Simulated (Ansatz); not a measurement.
An input for Ansatz 0.2.0 (H6PbCNCl3 (Pm)):

```yaml
crystal:
  lattice:
    - [5.752832, 0.0, 0.0]
    - [0.0, 5.764671, 0.0]
    - [-0.002604, 0.0, 5.855201]
  atoms:
    - { symbol: H, position: [0.879476, 0.5, 0.790423] }
    - { symbol: H, position: [0.813252, 0.344072, 0.047387] }
    - { symbol: H, position: [0.813252, 0.655928, 0.047387] }
    - { symbol: H, position: [0.229661, 0.354316, 0.978538] }
    - { symbol: H, position: [0.229661, 0.645684, 0.978538] }
    - { symbol: H, position: [0.170957, 0.5, 0.216412] }
    - { symbol: Pb, position: [0.473988, 0.0, 0.483874] }
    - { symbol: C, position: [0.894268, 0.5, 0.976848] }
    - { symbol: "N", position: [0.144932, 0.5, 0.040731] }
    - { symbol: Cl, position: [0.427891, 0.0, 0.975558] }
    - { symbol: Cl, position: [0.429192, 0.5, 0.520036] }
    - { symbol: Cl, position: [0.971826, 0.0, 0.43966] }
kpoints:
  mp_grid: { grid: [2, 2, 2] }
  band_path:
    path:
      - [0.0, 0.0, 0.0]
      - [0.0, 0.5, 0.0]
      - [0.0, 0.5, 0.5]
      - [0.0, 0.0, 0.5]
      - [-0.5, 0.0, 0.5]
      - [-0.5, 0.5, 0.5]
      - [-0.5, 0.5, 0.0]
      - [-0.5, 0.0, 0.0]
      - [-0.5, 0.45, 0.5]
    npoints: 1
hamiltonian:
  xc: hf
scf:
  occupations: { method: fixed }
  n_extra_bands: 8
output:
  eigenvalues: true
```

```sh
ansatz run input.yaml --threads 4 --pin off --max-ram 18432MiB --backend cpu --events-out ev --progress --plain --runs-dir out
```

Estimate wall time and host memory on 4 threads of Arm Neoverse V1, shared host.

It took 61 s; on shared hardware allow 30 s to 2 min. Peak host memory was 1.9 GiB. The sizes that set the cost: 3807 plane waves a state, 8 irreducible k points and 18 SCF cycles.

Exact exchange couples every pair of k points and filled bands, so it costs far more than a semilocal run.

[Paths, hosts, dates, memory and timing lines, banners, echoed tables and standing remarks are left out of the program output.]

[Logs are printed without paths, hosts, clocks, repeated set-up lines and the standing remarks that a program may print on its own settings, such as how far it seeks lower states.]

[Runs of the session that timed out or met a known fault of the program may be left out.]

[Cells called generated may have been cut or substituted from an entry of the Crystallography Open Database or the Materials Project.]

[Hosts, paths, dates, database ids (printed as entryN), source tags and the programs' standing remarks are cut or masked in the printed files.]
